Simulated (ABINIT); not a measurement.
## Converging GW for CdSe (F-43m) in ABINIT

What does each rung of G0W0 on CdSe (F-43m) cost, and what does it buy?

Method: PBE and many-body steps on it, plane waves, in ABINIT 10.8.3.

Report form: the programs' logs are mostly left out.

### 1. Set-up

The structure is cubic, space group F-43m (No. 216). Conventional cell: a = 6.141 Å, b = 6.141 Å, c = 6.141 Å, α = 90.00°, β = 90.00°, γ = 90.00°. Nearest to Cd lie 4 Se at 2.66 Å. Nearest to Se lie 4 Cd at 2.66 Å. Farther neighbours and most contacts between anions are not listed.

Coordinates:

```cif
data_structure
_symmetry_space_group_name_H-M 'P 1'
_symmetry_Int_Tables_number 1
_cell_length_a 4.3420
_cell_length_b 4.3420
_cell_length_c 4.3420
_cell_angle_alpha 60.000
_cell_angle_beta 60.000
_cell_angle_gamma 60.000
_cell_volume 57.88
loop_
_atom_site_label
_atom_site_type_symbol
_atom_site_fract_x
_atom_site_fract_y
_atom_site_fract_z
_atom_site_occupancy
Cd1 Cd 0.00000 0.00000 0.00000 1
Se2 Se 0.75000 0.75000 0.75000 1
```

The cell and positions are those that the Materials Project relaxed with its own functionals (PBE, PBE+U or r2SCAN), kept fixed.

### 2. Empty states on the mesh, 4×4×4 mesh, 494 bands

This step: ABINIT 10.8.3; DFT, PBE, plane waves, norm-conserving pseudopotentials.

The sums over transitions need many empty states on a uniform mesh; this step solves for them.

The input, run.abi:

```
acell 3*1.0 Angstrom
rprim 
  -0.000000000000 3.070271198600 3.070271198600
  3.070271198600 -0.000000000000 3.070271198600
  3.070271198600 3.070271198600 -0.000000000000
ntypat 2
znucl 48 34
natom 2
typat 1 2
xred 
  0.000000000000 0.000000000000 0.000000000000
  0.750000000000 0.750000000000 0.750000000000
pp_dirpath "pseudos"
pseudos "Cd.upf, Se.upf"
ecut 48
ngkpt 4 4 4
nshiftk 1
shiftk 0 0 0
kptopt 1
chksymbreak 0
iscf -2
irdden 1
istwfk *1
nband 494
nbdbuf 44
tolwfr 1e-09
nstep 60
prtvol 0
indata_prefix "in"
outdata_prefix "out"
tmpdata_prefix "tmp"
```

Started as:

```console
OMP_NUM_THREADS=1 mpirun -n 4 abinit run.abi > log
```

Wall time 8.7 min (4 MPI ranks of Arm Neoverse V1, shared host); peak memory 0.77 GiB.

This step gave:

| Quantity | Value |
| --- | --- |
| gap | 0.5472 eV |
| k of the valence top | 0, 0, 0 |
| k of the conduction bottom | 0, 0, 0 |
| least direct gap | 0.5472 eV |
| k points computed | 8 |
| lowest point of the top converged band, above the valence top | 208.1296 eV |

On this mesh the gap is 0.547 eV.

The density comes from a self-consistent run that is not shown.

### 3. Screening, 4×4×4 mesh, 107 bands, screening to 93.3 eV

The RPA dielectric matrix is built and inverted for each q.

This step: RPA screening on PBE, plane waves, norm-conserving pseudopotentials.

Changes to run.abi since step 2:

```diff
@@ -20,10 +20,11 @@
 chksymbreak 0
-iscf -2
-irdden 1
 istwfk *1
-nband 494
-nbdbuf 44
-tolwfr 1e-09
-nstep 60
-prtvol 0
+occopt 1
+irdwfk 1
+optdriver 3
+nband 107
+ecuteps 3.43
+inclvkb 2
+awtr 1
+symchi 1
 indata_prefix "in"
```

Elapsed: 43 s, on 4 MPI ranks; peak memory 1.2 GiB.

Numbers from this step:

| Property | Result |
| --- | --- |
| ε∞ with local fields, on this mesh, along the program's q direction | 50.84 |
| the same without local fields | 52.67 |
| plasma frequency | 32.37 eV |
| plane waves in the screening matrix | 113 |

Local fields lower ε∞ by 3 %.

### 4. 107 bands, 93.3 eV

The self-energy is evaluated for the states that the input lists, and the levels follow from it, in one-shot runs by the linearised quasiparticle equation.

This step: G0W0 on PBE, plane waves, norm-conserving pseudopotentials.

Changes to run.abi since step 3:

```diff
@@ -23,8 +23,19 @@
 irdwfk 1
-optdriver 3
+optdriver 4
 nband 107
+gwcalctyp 0
+ecutsigx 48
+symsigma 1
+nkptgw 3
+kptgw 
+  0.0000000000 0.0000000000 0.0000000000
+  0.5000000000 0.0000000000 0.0000000000
+  0.5000000000 0.5000000000 0.0000000000
+bdgw 
+  20 26
+  21 25
+  21 24
 ecuteps 3.43
-inclvkb 2
-awtr 1
-symchi 1
+irdscr 1
+ppmodel 1
 indata_prefix "in"
```

Run time: 9.5 s. Hardware: 4 MPI ranks; peak memory 1.2 GiB.

Numbers from this step:

```yaml
g0w0_gap_on_the_points_computed: 1.079 eV
starting_gap_on_the_mesh: 0.5472 eV
k_of_the_valence_top: 0, 0, 0
k_of_the_conduction_bottom: 0, 0, 0
z_at_the_valence_top: 0.793
z_at_the_conduction_bottom: 0.815
least_direct_g0w0_gap_on_the_computed_points: 1.079 eV
```

The gap on the mesh goes from 0.55 eV to 1.08 eV, a correction of +0.53 eV.

### 5. Screening, 4×4×4 mesh, 151 bands, screening to 123.5 eV

This step: RPA screening on PBE, plane waves, norm-conserving pseudopotentials.

Changes to run.abi since step 4:

```diff
@@ -23,19 +23,8 @@
 irdwfk 1
-optdriver 4
-nband 107
-gwcalctyp 0
-ecutsigx 48
-symsigma 1
-nkptgw 3
-kptgw 
-  0.0000000000 0.0000000000 0.0000000000
-  0.5000000000 0.0000000000 0.0000000000
-  0.5000000000 0.5000000000 0.0000000000
-bdgw 
-  20 26
-  21 25
-  21 24
-ecuteps 3.43
-irdscr 1
-ppmodel 1
+optdriver 3
+nband 151
+ecuteps 4.54
+inclvkb 2
+awtr 1
+symchi 1
 indata_prefix "in"
```

Run time: 1.7 min. Hardware: 4 MPI ranks; peak memory 1.8 GiB.

Numbers from this step:

| Quantity | Value |
| --- | --- |
| ε∞ with local fields, on this mesh, along the program's q direction | 50.85 |
| the same without local fields | 52.67 |
| plasma frequency | 32.37 eV |
| plane waves in the screening matrix | 169 |

### 6. 151 bands, 123.5 eV

This step: G0W0 on PBE, plane waves, norm-conserving pseudopotentials.

Changes to run.abi since step 5:

```diff
@@ -23,8 +23,19 @@
 irdwfk 1
-optdriver 3
+optdriver 4
 nband 151
+gwcalctyp 0
+ecutsigx 48
+symsigma 1
+nkptgw 3
+kptgw 
+  0.0000000000 0.0000000000 0.0000000000
+  0.5000000000 0.0000000000 0.0000000000
+  0.5000000000 0.5000000000 0.0000000000
+bdgw 
+  20 26
+  21 25
+  21 24
 ecuteps 4.54
-inclvkb 2
-awtr 1
-symchi 1
+irdscr 1
+ppmodel 1
 indata_prefix "in"
```

Elapsed: 18 s, on 4 MPI ranks; peak memory 1.5 GiB; 71 s of CPU time.

This step gave:

- G0W0 gap on the points computed: 1.133 eV
- starting gap on the mesh: 0.5472 eV
- k of the valence top: 0, 0, 0
- k of the conduction bottom: 0, 0, 0
- Z at the valence top: 0.792
- Z at the conduction bottom: 0.814
- least direct G0W0 gap on the computed points: 1.133 eV

Against G0W0 in ABINIT (4×4×4 mesh, 107 bands, screening to 93.3 eV, Godby-Needs plasmon pole), the gap moves by +0.054 eV.

### 7. Screening, 4×4×4 mesh, 221 bands, screening to 164.9 eV

This step: RPA screening on PBE, plane waves, norm-conserving pseudopotentials.

Changes to run.abi since step 6:

```diff
@@ -23,19 +23,8 @@
 irdwfk 1
-optdriver 4
-nband 151
-gwcalctyp 0
-ecutsigx 48
-symsigma 1
-nkptgw 3
-kptgw 
-  0.0000000000 0.0000000000 0.0000000000
-  0.5000000000 0.0000000000 0.0000000000
-  0.5000000000 0.5000000000 0.0000000000
-bdgw 
-  20 26
-  21 25
-  21 24
-ecuteps 4.54
-irdscr 1
-ppmodel 1
+optdriver 3
+nband 221
+ecuteps 6.06
+inclvkb 2
+awtr 1
+symchi 1
 indata_prefix "in"
```

It took 3.2 min on 4 MPI ranks; peak memory 2.3 GiB.

This step gave:

```yaml
eps_infinity_with_local_fields_on_this_mesh_along_the_program_s_q_direction: 50.89
the_same_without_local_fields: 52.68
plasma_frequency: 32.37 eV
plane_waves_in_the_screening_matrix: 283
```

### 8. 221 bands, 164.9 eV

This step: G0W0 on PBE, plane waves, norm-conserving pseudopotentials.

Changes to run.abi since step 7:

```diff
@@ -23,8 +23,19 @@
 irdwfk 1
-optdriver 3
+optdriver 4
 nband 221
+gwcalctyp 0
+ecutsigx 48
+symsigma 1
+nkptgw 3
+kptgw 
+  0.0000000000 0.0000000000 0.0000000000
+  0.5000000000 0.0000000000 0.0000000000
+  0.5000000000 0.5000000000 0.0000000000
+bdgw 
+  20 26
+  21 25
+  21 24
 ecuteps 6.06
-inclvkb 2
-awtr 1
-symchi 1
+irdscr 1
+ppmodel 1
 indata_prefix "in"
```

Run time: 46 s. Hardware: 4 MPI ranks; peak memory 2 GiB.

Numbers from this step:

| Property | Result |
| --- | --- |
| G0W0 gap on the points computed | 1.170 eV |
| starting gap on the mesh | 0.5472 eV |
| k of the valence top | 0, 0, 0 |
| k of the conduction bottom | 0, 0, 0 |
| least direct G0W0 gap on the computed points | 1.170 eV |

Against G0W0 in ABINIT (4×4×4 mesh, 151 bands, screening to 123.5 eV, Godby-Needs plasmon pole), the gap moves by +0.037 eV.

### 9. Screening, 4×4×4 mesh, 317 bands, screening to 214.4 eV

This step: RPA screening on PBE, plane waves, norm-conserving pseudopotentials.

Changes to run.abi since step 8:

```diff
@@ -23,19 +23,8 @@
 irdwfk 1
-optdriver 4
-nband 221
-gwcalctyp 0
-ecutsigx 48
-symsigma 1
-nkptgw 3
-kptgw 
-  0.0000000000 0.0000000000 0.0000000000
-  0.5000000000 0.0000000000 0.0000000000
-  0.5000000000 0.5000000000 0.0000000000
-bdgw 
-  20 26
-  21 25
-  21 24
-ecuteps 6.06
-irdscr 1
-ppmodel 1
+optdriver 3
+nband 317
+ecuteps 7.88
+inclvkb 2
+awtr 1
+symchi 1
 indata_prefix "in"
```

Wall time 5.8 min (4 MPI ranks); peak memory 3 GiB; 23 min of CPU time.

This step gave:

```yaml
eps_infinity_with_local_fields_on_this_mesh_along_the_program_s_q_direction: 50.89
the_same_without_local_fields: 52.68
plasma_frequency: 32.37 eV
plane_waves_in_the_screening_matrix: 411
```

### 10. 317 bands, 214.4 eV

This step: G0W0 on PBE, plane waves, norm-conserving pseudopotentials.

Changes to run.abi since step 9:

```diff
@@ -23,8 +23,19 @@
 irdwfk 1
-optdriver 3
+optdriver 4
 nband 317
+gwcalctyp 0
+ecutsigx 48
+symsigma 1
+nkptgw 3
+kptgw 
+  0.0000000000 0.0000000000 0.0000000000
+  0.5000000000 0.0000000000 0.0000000000
+  0.5000000000 0.5000000000 0.0000000000
+bdgw 
+  20 26
+  21 25
+  21 24
 ecuteps 7.88
-inclvkb 2
-awtr 1
-symchi 1
+irdscr 1
+ppmodel 1
 indata_prefix "in"
```

The job ended after 1.9 min (4 MPI ranks; peak memory 2.8 GiB; 7.8 min of CPU time).

This step gave:

```
G0W0 gap on the points computed              : 1.194 eV
starting gap on the mesh                     : 0.5472 eV
k of the valence top                         : 0, 0, 0
k of the conduction bottom                   : 0, 0, 0
least direct G0W0 gap on the computed points : 1.194 eV
```

Against G0W0 in ABINIT (4×4×4 mesh, 221 bands, screening to 164.9 eV, Godby-Needs plasmon pole), the gap moves by +0.024 eV.

### 11. Screening, 4×4×4 mesh, 450 bands, screening to 274.8 eV

This step: RPA screening on PBE, plane waves, norm-conserving pseudopotentials.

Changes to run.abi since step 10:

```diff
@@ -23,19 +23,8 @@
 irdwfk 1
-optdriver 4
-nband 317
-gwcalctyp 0
-ecutsigx 48
-symsigma 1
-nkptgw 3
-kptgw 
-  0.0000000000 0.0000000000 0.0000000000
-  0.5000000000 0.0000000000 0.0000000000
-  0.5000000000 0.5000000000 0.0000000000
-bdgw 
-  20 26
-  21 25
-  21 24
-ecuteps 7.88
-irdscr 1
-ppmodel 1
+optdriver 3
+nband 450
+ecuteps 10.1
+inclvkb 2
+awtr 1
+symchi 1
 indata_prefix "in"
```

Run time: 15 min. Hardware: 4 MPI ranks; peak memory 5 GiB.

Numbers from this step:

```yaml
eps_infinity_with_local_fields_on_this_mesh_along_the_program_s_q_direction: 50.89
the_same_without_local_fields: 52.68
plasma_frequency: 32.37 eV
plane_waves_in_the_screening_matrix: 609
```

### 12. 450 bands, 274.8 eV

This step: G0W0 on PBE, plane waves, norm-conserving pseudopotentials.

Changes to run.abi since step 11:

```diff
@@ -23,8 +23,19 @@
 irdwfk 1
-optdriver 3
+optdriver 4
 nband 450
+gwcalctyp 0
+ecutsigx 48
+symsigma 1
+nkptgw 3
+kptgw 
+  0.0000000000 0.0000000000 0.0000000000
+  0.5000000000 0.0000000000 0.0000000000
+  0.5000000000 0.5000000000 0.0000000000
+bdgw 
+  20 26
+  21 25
+  21 24
 ecuteps 10.1
-inclvkb 2
-awtr 1
-symchi 1
+irdscr 1
+ppmodel 1
 indata_prefix "in"
```

Run time: 5.7 min. Hardware: 4 MPI ranks; peak memory 5 GiB.

Numbers from this step:

* G0W0 gap on the points computed: 1.217 eV
* starting gap on the mesh: 0.5472 eV
* k of the valence top: 0, 0, 0
* k of the conduction bottom: 0, 0, 0
* least direct G0W0 gap on the computed points: 1.217 eV

Against G0W0 in ABINIT (4×4×4 mesh, 317 bands, screening to 214.4 eV, Godby-Needs plasmon pole), the gap moves by +0.023 eV.

### 13. Side by side

Times are wall times on 4 MPI ranks of Arm Neoverse V1, shared host, good to a factor of about two. A run's time includes the screening step that it read.

```csv
run,mesh,bands,screening cutoff (eV),DFT gap (eV),gap on the mesh (eV),direct (eV),ε∞ used,time
"107 bands, 93.3 eV",4×4×4,107,93.3,0.547,1.079,1.079,50.84,52 s
"151 bands, 123.5 eV",4×4×4,151,123.5,0.547,1.133,1.133,50.85,2 min
"221 bands, 164.9 eV",4×4×4,221,164.9,0.547,1.170,1.170,50.89,3.9 min
"317 bands, 214.4 eV",4×4×4,317,214.4,0.547,1.194,1.194,50.89,7.8 min
"450 bands, 274.8 eV",4×4×4,450,274.8,0.547,1.217,1.217,50.89,20 min
```

### 14. Summary of results

| Property | Result |
| --- | --- |
| 107 bands, 93.3 eV | 1.079 eV |
| 151 bands, 123.5 eV | 1.133 eV |
| 221 bands, 164.9 eV | 1.170 eV |
| 317 bands, 214.4 eV | 1.194 eV |
| 450 bands, 274.8 eV | 1.217 eV |
| known limits | not at the basis limit; mesh may overstate the screening; no spin-orbit coupling; coarse k mesh |

**Reading.** From the first rung to the last the gap moves by +0.14 eV for 24 times the time. In the G0W0 runs levels were corrected at 3 k points alone, so a gap called «on the mesh» is the least over those, and an edge elsewhere would be missed. The 4×4×4 mesh is coarse for this cell, which bears on the long-range parts of exchange and screening. The RPA ε∞ on this mesh reaches over 25; with a narrow direct gap a coarse mesh can overstate it, and the correction is then too small. The many-body steps are scalar-relativistic: spin-orbit coupling is not in them.

[Paths, hosts, dates, memory and timing lines, banners, echoed tables and standing remarks are left out of the program output.]

[Logs are printed without paths, hosts, clocks, repeated set-up lines and the standing remarks that a program may print on its own settings, such as how far it seeks lower states.]

[Runs of the session that timed out or met a known fault of the program may be left out.]

[Hosts, paths, dates, database ids (printed as entryN), source tags and the programs' standing remarks are cut or masked in the printed files.]

[G0W0 gaps are taken among the corrected bands and points alone; a level outside them can change the order at an edge.]

[Where Ansatz stands beside ABINIT at settings called matched, ABINIT's density can come from a denser mesh and the files from another edition; pairs whose starting gaps differed by over 0.03 eV were left out, so agreement reads better than it is.]
